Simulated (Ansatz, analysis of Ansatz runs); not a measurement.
# [AlO4]0 centre in alpha-quartz: hyperfine coupling against experiment, part 2 of 2

Aim: the hyperfine coupling of the [AlO4]0 centre in alpha-quartz, to be set beside the measurement. Set-up: PBE, 216-site cell, PBE lattice, 420 eV, k: the zone centre alone, started with the impurity moved along one bond. The model is a cell of 216 host atoms with 1 Si taken out and 1 Al put in. The isotropic coupling follows from the spin density at the nucleus, the nuclear g-factor and the total spin. A larger cell tests how far the defect's images disturb the number.

Ansatz 0.2.0; PBE, 216-site cell, PBE lattice, 420 eV, k: the zone centre alone, started with the impurity moved along one bond.

So far: The starting structure; Relaxation, charge 0.

## Step 2: Relaxation, charge 0 (continued)

Level of this step: plane-wave PAW DFT, PBE; relaxation of all atoms of a defect supercell (Ansatz).

Relaxation path:

```
step  energy less that of the first step (eV)  largest force component (eV/Å)
   1                                   0.0000                          4.7325
   2                                  -0.8813                          2.6080
   3                                  -1.4960                          0.1659
   4                                  -1.4966                          0.2571
   5                                  -1.5046                          0.1185
   6                                  -1.5105                          0.0273
   7                                  -1.5108                          0.0073
```

The atoms that moved most (Å, from the sites as typed, ahead of the random displacement):

```
atom      dx      dy      dz  length
O143  -0.051   0.168   0.010   0.175
 O84   0.168   0.031   0.007   0.171
 O86   0.114  -0.025   0.078   0.141
O133  -0.081   0.084  -0.066   0.134
 O26   0.014   0.002  -0.110   0.111
O195   0.064  -0.040   0.069   0.103
 O46  -0.073   0.038  -0.061   0.102
Si76   0.086  -0.014   0.033   0.093
```

Neighbours of Al185 at the end:

```
 atom  distance (Å)
 O143         1.742
  O84         1.742
  O26         1.747
 O193         1.748
Si127         3.174
 Si76         3.181
Si129         3.191
 Si74         3.195
```

This step gave:

```
free energy                           : -127632.5739 eV
smearing term TS                      : 0.001203 eV
total moment                          : 1 μB
integral of the absolute spin density : 1.106 μB
spin contamination                    : 0.001289
```

The relaxation ends 7.0 meV an atom lower than the displaced start, with a largest force component of 0.0073 eV/Å.

## Step 3: Contact spin densities

The relaxed structure is kept, and the final numbers are taken at the final level and k-points.

This step: plane-wave PAW DFT, PBE; single point of a defect supercell.

Contents of point/input.yaml:

```yaml
crystal:
  lattice:
    - [-5.01833842, 8.69201712, 11.01794798]
    - [10.03667685, 0.0, 11.01794798]
    - [7.52750764, 13.03802568, 0.0]
  atoms:
    - { symbol: Si, position: [0.04757346, 0.285708796, 0.300976628] }
    - { symbol: Si, position: [0.297124829, 0.035923101, 0.13514456] }
[... 23 atom lines left out ...]
    - { symbol: O, position: [0.403294276, 0.483768999, 0.483313212] }
[... 47 atom lines left out ...]
    - { symbol: Si, position: [0.294491887, 0.535249495, 0.468355922] }
[... 1 atom line left out ...]
    - { symbol: Si, position: [0.44923158, 0.720392647, 0.524912991] }
[... 5 atom lines left out ...]
    - { symbol: O, position: [0.466388072, 0.765699898, 0.407332893] }
[... 1 atom line left out ...]
    - { symbol: O, position: [0.460679542, 0.603669597, 0.557115375] }
[... 42 atom lines left out ...]
    - { symbol: Si, position: [0.55128812, 0.280411934, 0.637714217] }
[... 1 atom line left out ...]
    - { symbol: Si, position: [0.704959165, 0.4645706, 0.354581235] }
[... 7 atom lines left out ...]
    - { symbol: O, position: [0.719151787, 0.346113506, 0.382310542] }
[... 3 atom lines left out ...]
    - { symbol: O, position: [0.533582563, 0.235909911, 0.561399605] }
[... 1 atom line left out ...]
    - { symbol: O, position: [0.53990205, 0.397109041, 0.600175866] }
[... 41 atom lines left out ...]
    - { symbol: Al, position: [0.500044056, 0.500087713, 0.512435895] }
[... 7 atom lines left out ...]
    - { symbol: O, position: [0.595818222, 0.516246821, 0.406907018] }
[... 22 atom lines left out ...]
    - { symbol: O, position: [0.780974568, 0.653441684, 0.75900683] }
basis:
  ecutwfc: 420
  xc_grid: 2
hamiltonian:
  xc: pbe
kpoints:
  mp_grid: { grid: [1, 1, 1] }
magnetization:
  spin_polarized: true
  initial_magnetization: 1
  spin_locking: { lock_magnetization: hard }
scf:
  occupations: { method: fermi_dirac, width: 0.01 }
  max_iter: 120
output:
  forces: true
  efg: {}
  eigenvalues: true
checkpoint:
  read: "../relax.run"
```

Started as:

```console
ansatz run input.yaml --threads 4 --pin off --max-ram 14131MiB --backend cpu --events-out ev --progress --plain --runs-dir out
```

Numbers of over 12 decimals in the logs are rounded to 6 here.

The log of the run:

```text
[...]
Crystal: 216 atoms, lattice volume = 2883.583 Å³
Basis set: ecut = 420 eV, 56325 PW (Γ), exchange–correlation on 200×200×216 points (8 copies of the dense FFT grid, shifted against one another)
Bands: 792, of which v1, the nominal top of the filled ones, is band 576 counted from 1 (575 counted from 0)
Symmetry: 1 space group operations
[...]
k-points: 1
[...]
Stability of the state it starts from, as read at its close in the collinear treatment: not read negative (Ritz values of 1 − χ₀K, real part plus size of imaginary part, from 1.0 to 1.1, by its mixing steps under no symmetry); [...]
Starting moments: Σ|m| = 1 μB on 216 of 216 sites; this step starts from the density that it was given
[...]
atom 127  Si V_zz =    -1.388063   η = 0.7730   by run symmetry: allowed
[...]
atom 129  Si V_zz =    -1.458805   η = 0.3757   by run symmetry: allowed
[...]
atom 141  O  V_zz =    +9.707362   η = 0.1931   by run symmetry: allowed
[...]
atom 143  O  V_zz =    +5.348109   η = 0.9448   by run symmetry: allowed
[...]
atom 185  Al V_zz =    -0.643025   η = 0.6817   by run symmetry: allowed
[...]
atom 193  O  V_zz =    -6.478472   η = 0.5171   by run symmetry: allowed
[...]
--- Band table (eV) ---
[...]
[key lines of the parts left out:]
SCF converged after 3 iterations
Magnetization: 1.0000 μB (576.0000 up, 575.0000 down)
Free energy (F): -127632.573909 eV
Fermi energy:    2.152308 (↑ 4.853701, ↓ 2.152306) eV
```

Run time: 2.3 min. Hardware: 4 threads of Arm Neoverse V1, shared host; peak memory 8.8 GiB; 9.1 min of CPU time.

The column dr2 measures how far the density is from self-consistency, as an energy; F and HF (Harris–Foulkes) agree once it is small.

Read from the output:

| Property | Result |
| --- | --- |
| free energy | -127632.5739 eV |
| smearing term TS | 0.001203 eV |
| total moment | 1.000 μB |
| integral of the absolute spin density | 1.106 μB |
| spin contamination | 0.001289 |

The largest moments in the atoms' spheres: O26 0.14, O193 0.14, O84 0.11, O143 0.10, O142 0.03, O81 0.03 μB.

Isotropic hyperfine couplings from the contact spin densities (Fermi contact term with core polarisation, no dipolar part), the largest:

```
 atom  isotope  distance from the centre (Å)  contact spin density (e/Å³)  A (MHz)
Al185     27Al                          0.07                       -0.121    -20.9
Si129     29Si                          3.16                      -0.0708      9.3
 Si74     29Si                          3.16                      -0.0705      9.3
  O26      17O                          1.71                       0.0906     -8.1
 O193      17O                          1.71                       0.0886     -8.0
 Si76     29Si                          3.21                      -0.0601      7.9
Si127     29Si                          3.20                      -0.0575      7.6
  O84      17O                          1.78                       0.0624     -5.6
 O143      17O                          1.78                       0.0589     -5.3
  O34      17O                          4.29                       0.0302     -2.7
```

## Step 4: What came out

| Quantity | Value |
| --- | --- |
| 17O that bears the hole, isotropic | -8.0 MHz |
| 27Al, isotropic | -20.9 MHz |
| integral of the absolute spin density | 1.11 μB |
| time of the whole chain | 37 min on 4 threads |

What this shows: 17O that bears the hole, isotropic: computed -8.0 MHz, measured -72.86 MHz; 64.9 MHz (89 %) smaller in size than the measurement. 27Al, isotropic: computed -20.9 MHz, measured -16.25 MHz; 4.7 MHz (29 %) larger in size than the measurement. The spin is not held on one site here (at most 0.14 μB on an atom), so the state computed is not the localised centre that was measured. Semilocal functionals spread the hole over several oxygen atoms through their self-interaction error; enough exact exchange holds it on one. Only the isotropic (Fermi contact) part is computed, with core polarisation; no vibrational averaging.

[Logs are printed without paths, hosts, clocks, repeated set-up lines and the standing remarks that a program may print on its own settings, such as how far it seeks lower states.]

[Hosts, paths, dates, database ids (printed as entryN), source tags and the programs' standing remarks are cut or masked in the printed files.]

[For some hosts the program warned that the k-mesh of the response run may be too coarse for force constants and the static dielectric constant; such warnings are not shown here.]
